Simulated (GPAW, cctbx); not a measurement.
## By hand: from a DFT structure factor to an extinction distance in ZrSc2Be2

ZrSc2Be2, Immm (no. 71), a = 4.0183 Å, b = 5.7432 Å, c = 7.8196 Å, α = 90.00°, β = 90.00°, γ = 90.00°.

| atom | mult. | x | y | z |
| --- | --- | --- | --- | --- |
| Zr1 | 2 | 0 | 0 | 0 |
| Sc1 | 4 | 0 | 1/2 | 0.1960 |
| Be1 | 4 | 1/2 | 0.3073 | 0 |

The start was made by putting kin elements into a known structure type; the compound need not exist, or be stable, in this form.

A DFT run (GPAW, PBE, 450 eV, 7×7×7 k-points, Fermi–Dirac width 0.1 eV) gives the static X-ray structure factor of 002 as 27.790 e for the conventional cell; superposed free atoms give 26.608 e. **Problem.** Find the Fourier component V of the crystal potential and the two-beam extinction distance at 120 kV in both cases.

**1. Geometry**

The cell volume is Ω = 180.46 Å³ and d(002) = 3.9098 Å, so g = 1/d = 0.2558 Å⁻¹.

**2. The nuclei**

Electrons feel nuclei as well as electrons, so the nuclear charges are summed with the same phases.

Phase sums Σ exp(2πi h·x), turned so that the total is real and positive: Zr +2.000, Sc -3.113, Be +4.000. Then F_Z = 40 × (+2.000) + 21 × (-3.113) + 4 × (+4.000) = 30.62 e. The electron term has the same sign for this reflection.

**3. Mott–Bethe**

Poisson's equation, term by term, gives V = (e/4πε₀)(F_Z − F)/(πΩg²), with e/4πε₀ = 14.3996 V Å.

The prefactor is 14.3996 × 3.9098²/(π × 180.46) = 0.38827 V per electron. Free atoms: (30.62 − 26.608) × 0.38827 = 1.558 V. Crystal: (30.62 − 27.790) × 0.38827 = 1.099 V. F changes by +4.44 % and V by -29.4 %: the same 1.18 e is measured against F_Z − F = 4.0 e in place of F = 26.6 e.

**4. Extinction distance**

In the two-beam case ξ = 1/(λU) with U = 2γm₀eV/h², that is ξ = 150.41 V Å²/(γλV).

At 120 kV, λ = 0.03349 Å and γ = 1.2348. Free atoms: ξ = 2334 Å. Crystal: ξ = 3308 Å. The thickness fringes go as sin²(πt/ξ), so the two patterns slip by a quarter of a period when t|1/ξ₁ − 1/ξ₀| = 1/4, at t ≈ 198 nm. Thermal motion, absorption and many-beam coupling, left out here, change a real pattern.

**5. Answer**

V(002) is 1.10 V against 1.56 V, and ξ is 3308 against 2334 Å. Limits: static atoms, two beams.
